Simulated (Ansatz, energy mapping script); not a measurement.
## Spin model of YNiO2 in the infinite layer structure from collinear orders

Aim: the exchange couplings of YNiO2 in the infinite layer structure from the energies of a few collinear orders, and the ordering temperature that they give.

Calculated with Ansatz 0.2.0; LDA; plane waves, collinear spin, no spin–orbit coupling.

### Step 1. The starting structure

It takes space group P4/mmm (No. 123, tetragonal). The conventional cell has a = 3.932 Å, b = 3.932 Å, c = 3.103 Å, α = 90.00°, β = 90.00°, γ = 90.00°. Y has 8 O at 2.50 Å nearest. Nearest to Ni lie 4 O at 1.97 Å. Nearest to O lie 2 Ni at 1.97 Å and 4 Y at 2.50 Å. infinite layer prototype, lattice guessed from radii. Farther neighbours and most contacts between anions are not listed.

This cell was built for the study (infinite layer prototype, lattice guessed from radii), not taken from an experiment; the compound need not form in this structure.

The cell was relaxed beforehand in Ansatz under PBE with U = 6 eV on Ni d, ortho-atomic projectors, from parallel moments.

A plain semilocal functional is the cheapest rung. It tends to spread open shells too far.

### Step 2. Run 1 (parallel; cell A, 8 atoms)

The parallel order is the zero of energy for this cell and mesh.

Input file input.yaml:

```yaml
crystal:
  lattice:
    - [3.932394766, 0.0, 0.0]
    - [0.0, 3.932394766, 3.103120039]
    - [0.0, -3.932394766, 3.103120039]
  atoms:
    - { symbol: "Y", position: [0.5, 0.5, 0.0] }
    - { symbol: "Y", position: [0.5, 0.0, 0.5] }
    - { symbol: Ni, position: [0.0, 0.0, 0.0], spin: 2.0 }
    - { symbol: Ni, position: [0.0, 0.5, 0.5], spin: 2.0 }
    - { symbol: O, position: [0.5, 0.0, 0.0] }
    - { symbol: O, position: [0.5, 0.5, 0.5] }
    - { symbol: O, position: [0.0, 0.25, 0.75] }
    - { symbol: O, position: [0.0, 0.75, 0.25] }
magnetization:
  spin_polarized: true
kpoints:
  mp_grid: { grid: [9, 8, 8] }
hamiltonian:
  xc: lda
scf:
  occupations: { method: fermi_dirac, width: 0.05 }
output:
  eigenvalues: true
```

Command:

```console
$ ansatz run input.yaml --threads 4 --pin off --max-ram 8192MiB --backend cpu --events-out ev --progress --plain --runs-dir out
```

Numbers of over 12 decimals in the logs are rounded to 6 here.

What it wrote:

```text
Engine: ansatz 0.2.0, aarch64-unknown-linux-gnu
Pseudopotentials: kind: paw
Pseudopotential: Y, paw, valence charge 11, recommended cutoff 420 eV (normal), Y.paw.azcp
Pseudopotential: Ni, paw, valence charge 18, recommended cutoff 420 eV (normal), Ni.paw.azcp
Pseudopotential: O, paw, valence charge 6, recommended cutoff 420 eV (normal), O.paw.azcp
Functional definition: SPW92
  exchange = slater_x
  correlation = pw_c
Crystal: 8 atoms, lattice volume = 95.972 Å³
Basis set: ecut = 420 eV, 1895 PW (Γ)
Bands: 52, of which v1, the nominal top of the filled ones, is band 41 counted from 1 (40 counted from 0)
Symmetry: 16 space group operations
Space group: P4/mmm (ITA 123), of the structure as read, at distance tolerance 4.6e-5 Å
Magnetic group: BNS 123.339 (UNI 999), of the structure as read, at distance tolerance 4.6e-5 Å
k-points: 105 of 576
Non-local potential: Y, projectors of the file, l = 0: 3, l = 1: 2, l = 2: 2, l = 3: 1
Non-local potential: Ni, projectors of the file, l = 0: 3, l = 1: 2, l = 2: 3, l = 3: 1
Non-local potential: O, projectors of the file, l = 0: 2, l = 1: 2, l = 2: 1
PAW form: soft (Blöchl's): semilocal exchange-correlation on the pseudo side does not see the compensation charge
PAW frozen core: Y, regenerated for the run's functional, and the local potential with it (the file was generated under x = pbe(κ = 0.804, μ = 0.219515), c = pbe(β = 0.066725))
PAW frozen core: Ni, regenerated for the run's functional, and the local potential with it (the file was generated under x = pbe(κ = 0.804, μ = 0.219515), c = pbe(β = 0.066725))
PAW frozen core: O, regenerated for the run's functional, and the local potential with it (the file was generated under x = pbe(κ = 0.804, μ = 0.219515), c = pbe(β = 0.066725))
PAW one-centre angular grid: Y, 590 points (default); XC on 64 Gauss nodes
PAW one-centre angular grid: Ni, 590 points (default); XC on 64 Gauss nodes
PAW one-centre angular grid: O, 110 points (default); XC on 64 Gauss nodes
Initial density: superposition of atomic densities (chi_scale 0.1, normalization cell, long waves kept (reshape's long-wave potential 0.00 eV rms))
Starting moments: Σ|m| = 4 μB on 2 of 8 sites
Initial wavefunctions: pseudopotential atomic-orbital guess
Functional: x = slater, c = lda
SCF iter   1: F=—  HF=-21263.403053 eV  |F-HF|=—  |Δ(HF+E_count)|=         —  Δρ=1.74e-1 (↑7.46e-2 ↓1.74e-1)  dr2=1.50e1  dr2_m=1.09e1  M=0.576 μB ∫|m|=0.704 μB  β_m=0.30  ethr=3.10e-3  ⟨swp⟩=5.9  Hψ=36200  notcnv=0  defer=31
Mixer restart at iter 1: flushing history
preconditioner: auto → Kerker (q_TF=auto, 2.658 Å⁻¹)  [metal: Δε(μ)=0.014 eV  Ē_g=12.367 eV  σ=0.050 eV  W_gap=0.07  n_scr=34 (ndim 8)  ℏωp=29.8 eV  f_vac=0.000  D(μ)=2.42/eV (n_scr^D=18)]
spin=Collinear: Kerker preconditioning applied to the charge; magnetization (m = ρ↑ − ρ↓) channel mixes plain (no charge-response kernel on spin).
SCF iter   2: F=—  HF=-21264.941750 eV  |F-HF|=—  |Δ(HF+E_count)|=    1.54e0  Δρ=9.44e-2 (↑6.94e-2 ↓9.44e-2)  dr2=2.05e0  dr2_m=5.33e0  M=0.605 μB ∫|m|=0.730 μB  β_m=0.48  ethr=3.10e-3  ⟨swp⟩=3.0  Hψ=23316  notcnv=0  defer=714
SCF iter   3: F=—  HF=-21266.259997 eV  |F-HF|=—  |Δ(HF+E_count)|=    1.32e0  Δρ=7.31e-2 (↑1.08e-2 ↓7.31e-2)  dr2=4.32e0  dr2_m=1.26e0  M=0.294 μB ∫|m|=0.363 μB  β_m=0.49  ethr=2.50e-3  ⟨swp⟩=2.4  Hψ=17229  notcnv=0  defer=709
SCF iter   4: F=—  HF=-21266.372933 eV  |F-HF|=—  |Δ(HF+E_count)|=   1.13e-1  Δρ=1.45e-2 (↑1.45e-2 ↓9.39e-3)  dr2=1.70e-1  dr2_m=8.15e-2  M=0.191 μB ∫|m|=0.234 μB  β_m=0.55  ethr=2.50e-3  ⟨swp⟩=3.0  Hψ=21398  notcnv=0  defer=707
SCF iter   5: F=—  HF=-21266.278669 eV  |F-HF|=—  |Δ(HF+E_count)|=   9.43e-2  Δρ=5.17e-3 (↑5.17e-3 ↓5.10e-3)  dr2=6.05e-2  dr2_m=8.54e-3  M=0.098 μB ∫|m|=0.122 μB  β_m=0.78  ethr=2.07e-4  ⟨swp⟩=2.2  Hψ=16443  notcnv=0  defer=734
SCF iter   6: F=—  HF=-21266.297007 eV  |F-HF|=—  |Δ(HF+E_count)|=   1.83e-2  Δρ=5.67e-3 (↑5.67e-3 ↓4.60e-3)  dr2=7.28e-2  dr2_m=2.85e-4  M=0.043 μB ∫|m|=0.050 μB  β_m=0.89  ethr=7.38e-5  ⟨swp⟩=2.1  Hψ=16806  notcnv=0  defer=744
SCF iter   7: F=—  HF=-21266.298985 eV  |F-HF|=—  |Δ(HF+E_count)|=   1.98e-3  Δρ=9.16e-4 (↑9.16e-4 ↓4.96e-4)  dr2=1.24e-3  dr2_m=7.89e-5  M=0.023 μB ∫|m|=0.026 μB  β_m=0.92  ethr=7.38e-5  ⟨swp⟩=2.0  Hψ=14814  notcnv=0  defer=739
SCF iter   8: F=—  HF=-21266.298823 eV  |F-HF|=—  |Δ(HF+E_count)|=   1.62e-4  Δρ=4.12e-4 (↑2.35e-4 ↓4.12e-4)  dr2=4.11e-5  dr2_m=7.97e-5  M=0.011 μB ∫|m|=0.013 μB  β_m=0.96  ethr=1.51e-6  ⟨swp⟩=2.2  Hψ=19012  notcnv=0  defer=728
SCF iter   9: F=—  HF=-21266.298813 eV  |F-HF|=—  |Δ(HF+E_count)|=   1.02e-5  Δρ=1.88e-4 (↑1.88e-4 ↓6.73e-5)  dr2=6.30e-5  dr2_m=3.75e-6  M=0.004 μB ∫|m|=0.005 μB  β_m=0.98  ethr=5.01e-8  ⟨swp⟩=2.0  Hψ=18476  notcnv=0  defer=728
[...]
SCF 1 converged in 15 iterations: F = -21266.298815 eV  dr2 = 5.51e-9
  greatest PAW one-centre occupation: 1.002 electrons in one spin orbital (limit 2), on the Ni atom at site 3 (counted from 0), in its partial waves of l = 1
Starting moments: Σ|m| = 6 μB on 4 of 8 sites
[...]
preconditioner: auto → Kerker (q_TF=auto, 2.658 Å⁻¹)  [metal: Δε(μ)=0.027 eV  Ē_g=13.210 eV  σ=0.050 eV  W_gap=0.13  n_scr=34 (ndim 8)  ℏωp=29.8 eV  f_vac=0.000  D(μ)=1.67/eV (n_scr^D=8)]
spin=Collinear: Kerker preconditioning applied to the charge; magnetization (m = ρ↑ − ρ↓) channel mixes plain (no charge-response kernel on spin).
[...]
spin-set hold released at iteration 6 (site moments contracting): the magnetisation degrees of freedom join the quasi-Newton model from the next iteration; the mixer history was flushed
[...]
SCF iter  14: F=—  HF=-21266.298806 eV  |F-HF|=—  |Δ(HF+E_count)|=   8.26e-5  Δρ=1.50e-4 (↑7.35e-5 ↓1.50e-4)  dr2=1.15e-5  dr2_m=7.57e-6  M=0.019 μB ∫|m|=0.021 μB  β_m=0.95  ethr=1.11e-7  ⟨swp⟩=2.0  Hψ=18746  notcnv=0  defer=741
SCF iter  15: F=—  HF=-21266.298815 eV  |F-HF|=—  |Δ(HF+E_count)|=   9.36e-6  Δρ=5.91e-5 (↑5.91e-5 ↓3.67e-5)  dr2=7.00e-6  dr2_m=2.10e-7  M=0.003 μB ∫|m|=0.003 μB  β_m=0.91  ethr=1.40e-8  ⟨swp⟩=2.0  Hψ=18856  notcnv=0  defer=741
SCF iter  16: F=—  HF=-21266.298815 eV  |F-HF|=—  |Δ(HF+E_count)|=   3.56e-7  Δρ=2.62e-5 (↑2.62e-5 ↓2.49e-5)  dr2=2.11e-6  dr2_m=5.74e-9  M=0.000 μB ∫|m|=0.000 μB  β_m=0.80  ethr=8.54e-9  ⟨swp⟩=1.8  Hψ=12153  notcnv=0  defer=741
iter 17 did not close the SCF: its close was put off for a magnetic moment that had not settled (scf_convergence_deferred on its scf_iter line)
SCF iter  17: F=-21266.298814 eV  HF=-21266.298814 eV  |F-HF|=2.36e-8  |Δ(HF+E_count)|=   3.42e-7  Δρ=1.16e-5 (↑1.16e-5 ↓6.85e-6)  dr2=5.04e-8  dr2_m=6.37e-8  M=-0.002 μB ∫|m|=0.002 μB  β_m=0.85  ethr=1.22e-10  ⟨swp⟩=2.0  Hψ=30398  notcnv=0
iter 18 did not close the SCF: its close was put off for a magnetic moment that had not settled (scf_convergence_deferred on its scf_iter line)
SCF iter  18: F=-21266.298815 eV  HF=-21266.298815 eV  |F-HF|=1.05e-8  |Δ(HF+E_count)|=   8.43e-8  Δρ=3.56e-6 (↑3.56e-6 ↓2.25e-6)  dr2=1.33e-8  dr2_m=1.51e-9  M=-0.000 μB ∫|m|=0.000 μB  β_m=0.73  ethr=6.15e-11  ⟨swp⟩=1.0  Hψ=30662  notcnv=0
iter 19 did not close the SCF: its close was put off for a magnetic moment that had not settled (scf_convergence_deferred on its scf_iter line)
SCF iter  19: F=-21266.298815 eV  HF=-21266.298815 eV  |F-HF|=2.22e-9  |Δ(HF+E_count)|=   1.23e-9  Δρ=1.17e-6 (↑1.17e-6 ↓8.86e-7)  dr2=3.07e-9  dr2_m=1.35e-10  M=-0.000 μB ∫|m|=0.000 μB  β_m=0.86  ethr=1.62e-11  ⟨swp⟩=1.8  Hψ=26914  notcnv=0
SCF iter  20: F=-21266.298815 eV  HF=-21266.298815 eV  |F-HF|=1.86e-10  |Δ(HF+E_count)|=  4.47e-10  Δρ=3.37e-7 (↑3.37e-7 ↓3.10e-7)  dr2=2.96e-10  dr2_m=1.24e-11  M=-0.000 μB ∫|m|=0.000 μB  ethr=3.75e-12  ⟨swp⟩=1.5  Hψ=23213  notcnv=0
SCF 2 converged in 20 iterations: F = -21266.298815 eV  dr2 = 2.96e-10
WARN: the starting moments were not kept: the SCF closed with an absolute magnetisation of 2.8e-6 μB, where they sum to 4 μB in size (2 sites). That is at most 0.1 of that sum. Measured as dr2_m measures the in/out step, that magnetisation stands 8.6e-12 eV from none, at or under the dr2_threshold of 1.0e-7 eV: it is no larger than a step whose dr2_m would equal this threshold. The system may hold no moment; this SCF [...]
SCF converged after 15 iterations
Magnetization: -0.0000 μB (41.0000 up, 41.0000 down)
Absolute magnetization: 0.0000 μB (∫|ρ↑−ρ↓|, with the PAW one-centre terms)
Spin contamination: 0.0000 ħ² per cell (⟨S²⟩ above its minimum at these occupations)
Per-site moments (μB) at R_I (Å): [(2.9155709160016183e-8, 1.033168), (2.9155709160016183e-8, 1.033168), (-1.144303772610432e-6, 0.811056), (-1.144303772610432e-6, 0.811056), (-4.284249782168365e-8, 0.811056), (-4.284249782168365e-8, 0.811056), (-3.1403183150045457e-8, 0.811056), (-3.1403183150045457e-8, 0.811056)]
Free energy (F): -21266.298815 eV
Harris-Foulkes:  -21266.298815 eV  (|F-HF|=5.10e-9)
Internal energy: -21266.273594 eV  (E = F + TS)
E sigma→0 (E₀):  -21266.286204 eV
Entropy (-TS):   -0.025221 eV (-3.153 meV/atom)
Fermi energy:    13.551288 eV
--- Per-component energies (eV) ---
  E_band       = -813.296235
  E_kinetic    = 1868.543919
  E_local      = -10967.692228  (includes V_loc(G=0)·N_el)
  E_nonlocal   = 1598.664129
  E_hartree    = 4501.463910
  E_xc         = -801.661957
  E_vxc        = -987.820390  (∫ρ·V_xc dr)
  E_paw        = -9172.130204  (= ΣΔE_a)
  E_vpaw       = -1327.936742  (= ΣTr[D̂ρ^β])
  E_aug_tail   = 0.010645  (compensation charges beyond the density's cutoff)
  E_ewald      = -8295.386906
  E_core_change = 1.915098  (= ΣΔE_core)
  E_smearing   = -0.025221  (= −TS)
  E_closure    = 0.000000  (closes the sum)
  Σ components = -21266.298815   (vs F -21266.298815, Δ=0.00e0)
--- Band table (eV; the first three rows and the last of 210) ---
  k-point 0 ↑: bands = [... 37 lower, 12.4455, 12.5715, 12.7039, 12.7090, 12.9688, 13.7565, 14.8704, 16.2123, ... 7 higher]
  k-point 1 ↑: bands = [... 37 lower, 12.5144, 12.5451, 12.6470, 12.6883, 13.1340, 13.6427, 15.0456, 16.3867, ... 7 higher]
  k-point 2 ↑: bands = [... 37 lower, 12.4652, 12.4737, 12.6340, 12.6755, 13.4195, 13.5965, 15.5150, 16.5911, ... 7 higher]
  k-point 104 ↓: bands = [... 37 lower, 12.7062, 13.0004, 13.0226, 13.7425, 15.2828, 15.4313, 16.2414, 16.6089, ... 7 higher]
```

It took 51 s on 4 threads of Arm Neoverse V2, shared host; peak memory 0.94 GiB; 3.3 min of CPU time.

No atom keeps a moment above 0.05 μB.

The run ends non-magnetic, not as typed: a moment turned or collapsed in the SCF or in the program's search for a lower state.

### Step 3. Parallel start in cell B (8 atoms)

The parallel order again, as the reference for this cell.

This run holds the same structure in another cell (a 3.932 → 3.103 Å, b 5.009 → 5.561 Å, c 5.009 → 5.561 Å, α 103.4 → 90.0°).

Input file input.yaml:

```yaml
crystal:
  lattice:
    - [0.0, 0.0, -3.103120039]
    - [3.932394766, 3.932394766, 0.0]
    - [3.932394766, -3.932394766, 0.0]
  atoms:
    - { symbol: "Y", position: [0.5, 0.5, 0.0] }
    - { symbol: "Y", position: [0.5, 0.0, 0.5] }
    - { symbol: Ni, position: [0.0, 0.0, 0.0], spin: 2.0 }
    - { symbol: Ni, position: [0.0, 0.5, 0.5], spin: 2.0 }
    - { symbol: O, position: [0.0, 0.25, 0.25] }
    - { symbol: O, position: [0.0, 0.75, 0.75] }
    - { symbol: O, position: [0.0, 0.25, 0.75] }
    - { symbol: O, position: [0.0, 0.75, 0.25] }
magnetization:
  spin_polarized: true
kpoints:
  mp_grid: { grid: [12, 7, 7] }
hamiltonian:
  xc: lda
scf:
  occupations: { method: fermi_dirac, width: 0.05 }
output:
  eigenvalues: true
```

What it wrote:

```text
[...]
Crystal: 8 atoms, lattice volume = 95.972 Å³
Basis set: ecut = 420 eV, 1879 PW (Γ)
Bands: 52, of which v1, the nominal top of the filled ones, is band 41 counted from 1 (40 counted from 0)
Symmetry: 32 space group operations
[...]
k-points: 70 of 588
[...]
Starting moments: Σ|m| = 4 μB on 2 of 8 sites
[...]
SCF iter   1: F=—  HF=-21263.371604 eV  |F-HF|=—  |Δ(HF+E_count)|=         —  Δρ=1.73e-1 (↑7.31e-2 ↓1.73e-1)  dr2=1.50e1  dr2_m=1.07e1  M=0.624 μB ∫|m|=0.734 μB  β_m=0.30  ethr=3.10e-3  ⟨swp⟩=6.1  Hψ=24334  notcnv=0  defer=12
[...]
SCF iter  17: F=-21266.297702 eV  HF=-21266.297702 eV  |F-HF|=7.28e-12  |Δ(HF+E_count)|=  3.64e-12  Δρ=6.47e-8 (↑6.47e-8 ↓3.16e-8)  dr2=7.19e-12  dr2_m=3.78e-13  M=0.000 μB ∫|m|=0.000 μB  ethr=1.00e-12  ⟨swp⟩=7.5  Hψ=20870  notcnv=0
SCF 1 converged in 17 iterations: F = -21266.297702 eV  dr2 = 7.19e-12
[...]
Symmetry: 16 space group operations
[...]
Starting moments: Σ|m| = 4 μB on 2 of 8 sites; this step starts from the density that it was given
[...]
SCF 2 converged in 8 iterations: F = -21266.315948 eV  dr2 = 2.04e-10
[...]
SCF 3 converged in 2 iterations: F = -21266.315948 eV  dr2 = 8.08e-11
[...]
Starting moments: Σ|m| = 6 μB on 4 of 8 sites
[...]
SCF 4 converged in 21 iterations: F = -21266.297702 eV  dr2 = 1.32e-11
WARN: the starting moments were not kept: 1 of 2 ended reversed and 1 kept their direction, counting a site from 0.1 of the cell's largest site moment. The largest reversed, site 2 (counted from 0, in the order of the report's site_moments_mub), started with +2.0 μB and closes at -4.9e-1 μB in its sphere. The net magnetisation is 1.5e-7 μB in size, at most 0.1 of the 4 μB that the starting moments add up to as vector [...]
SCF converged after 2 iterations
Magnetization: -0.0000 μB (41.0000 up, 41.0000 down)
Absolute magnetization: 1.2175 μB (∫|ρ↑−ρ↓|, with the PAW one-centre terms)
[...]
Per-site moments (μB) at R_I (Å): [(-1.6208562561303412e-9, 1.033168), (-1.6208566510247245e-9, 1.033168), (-0.491975, 0.811056), (0.491975, 0.811056), (-1.774734041340341e-8, 0.811056), (-1.774734042463788e-8, 0.811056), (-1.774734041803882e-8, 0.811056), (-1.774734042000248e-8, 0.811056)]
Free energy (F): -21266.315948 eV
[...]
Internal energy: -21266.297609 eV  (E = F + TS)
E sigma→0 (E₀):  -21266.306778 eV
Entropy (-TS):   -0.018338 eV (-2.292 meV/atom)
Fermi energy:    13.506233 eV
[...]
--- Band table (eV; the first three rows and the last of 140) ---
  k-point 0 ↑: bands = [... 37 lower, 12.3956, 12.5787, 12.9635, 13.0368, 13.0368, 14.8671, 15.3326, 15.5568, ... 7 higher]
  k-point 1 ↑: bands = [... 37 lower, 12.5464, 12.5643, 12.9926, 13.0157, 13.0742, 15.1118, 15.1743, 15.3811, ... 7 higher]
  k-point 2 ↑: bands = [... 37 lower, 12.4568, 12.8767, 12.9561, 12.9789, 13.3507, 14.7555, 14.9437, 15.7147, ... 7 higher]
  k-point 69 ↓: bands = [... 37 lower, 12.6965, 12.7068, 12.7236, 13.5951, 14.0951, 15.6280, 16.2577, 16.6091, ... 7 higher]
```

Wall time 98 s (4 threads); peak memory 2.1 GiB; 6.4 min of CPU time.

Spin moment in the sphere by atom:

```tsv
atom	spin moment in the sphere (μB)
Y1	0.000
Y2	0.000
Ni3	-0.492
Ni4	0.492
O5	0.000
O6	0.000
O7	0.000
O8	0.000
```

The run ends antiferromagnetic, not as typed: a moment turned or collapsed in the SCF or in the program's search for a lower state.

(Continued in part 2 of 2.)

[Logs and program files are shortened in this print: banners, set-up blocks, solver, clock and traceback lines can be left out without a mark of their own.]

[Logs are printed without paths, hosts, clocks, repeated set-up lines and the standing remarks that a program may print on its own settings, such as how far it seeks lower states.]

[Hosts, paths, dates, database ids (printed as entryN), source tags and the programs' standing remarks are cut or masked in the printed files.]

[Where a cell is said to come from a database of computed structures, the database is the Materials Project.]
